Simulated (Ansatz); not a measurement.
**A faulty run on random alloy of the diamond Si-C (dilute carbon) line, x = 0.0781 (64 atoms)**

Program: Ansatz 0.2.0. The cell: 59 Si and 5 C.

Input file input.yaml:

```yaml
crystal:
  lattice:
    - [10.64176, 0.0, 0.0]
    - [0.0, 10.64176, 0.0]
    - [0.0, 0.0, 10.64176]
  atoms:
    - { symbol: Si, position: [0.00305, 0.99885, 0.99901] }
    - { symbol: Si, position: [0.12298, 0.12663, 0.12067] }
    - { symbol: Si, position: [0.00328, 0.24857, 0.2506] }
    - { symbol: Si, position: [0.12453, 0.37775, 0.37113] }
    - { symbol: Si, position: [0.24939, 0.99928, 0.25213] }
    - { symbol: Si, position: [0.37293, 0.12468, 0.37335] }
    - { symbol: Si, position: [0.25008, 0.2511, 0.99793] }
    - { symbol: Si, position: [0.37715, 0.37669, 0.12594] }
    - { symbol: Si, position: [0.00169, 0.99872, 0.49977] }
    - { symbol: Si, position: [0.12324, 0.1245, 0.626] }
    - { symbol: Si, position: [0.9987, 0.24925, 0.74871] }
    - { symbol: Si, position: [0.12341, 0.37374, 0.87498] }
    - { symbol: Si, position: [0.2479, 0.00044, 0.75312] }
    - { symbol: Si, position: [0.37639, 0.12464, 0.87333] }
    - { symbol: Si, position: [0.2486, 0.25318, 0.5001] }
    - { symbol: Si, position: [0.3738, 0.37536, 0.62895] }
    - { symbol: Si, position: [0.00023, 0.50116, 0.00056] }
    - { symbol: Si, position: [0.12434, 0.62285, 0.12434] }
    [... 40 atom lines left out ...]
    - { symbol: Si, position: [0.50008, 0.74957, 0.7525] }
    - { symbol: Si, position: [0.62446, 0.87628, 0.8744] }
    - { symbol: Si, position: [0.74761, 0.50059, 0.75095] }
    - { symbol: Si, position: [0.87743, 0.62479, 0.87384] }
    - { symbol: Si, position: [0.75106, 0.75045, 0.50053] }
    - { symbol: Si, position: [0.87486, 0.87718, 0.62569] }
kpoints:
  mp_grid: { grid: [1, 1, 1] }
hamiltonian:
  xc: pbe
scf:
  occupations: { method: fixed }
  max_iter: 50
output:
  forces: true
accuracy: many
```

Started as:

```
$ ansatz run input.yaml --threads 4 --pin off --max-ram 8192MiB --backend cpu --events-out ev --progress --plain --runs-dir out
```

The log of the run:

```text
Error: YAML parse error: error: line 80 column 1: unknown variant `many`, expected one of low, medium, high
  --> <input>:80:1
   |
78 | output:
79 |   forces: true
80 | accuracy: many
   | ^ unknown variant `many`, expected one of low, medium, high
```

Run time: 0.02 s. Hardware: 4 threads of Arm Neoverse V1, shared host; peak memory 0.022 GiB.

What is at fault here, and what would mend it?

A value that the key doesn't take: accuracy = "many".

The fix is to take out accuracy.

The program refused it before any cycle.

[Logs are printed without paths, hosts, clocks, repeated set-up lines and the standing remarks that a program may print on its own settings, such as how far it seeks lower states.]

[Hosts, paths, dates, database ids (printed as entryN), source tags and the programs' standing remarks are cut or masked in the printed files.]
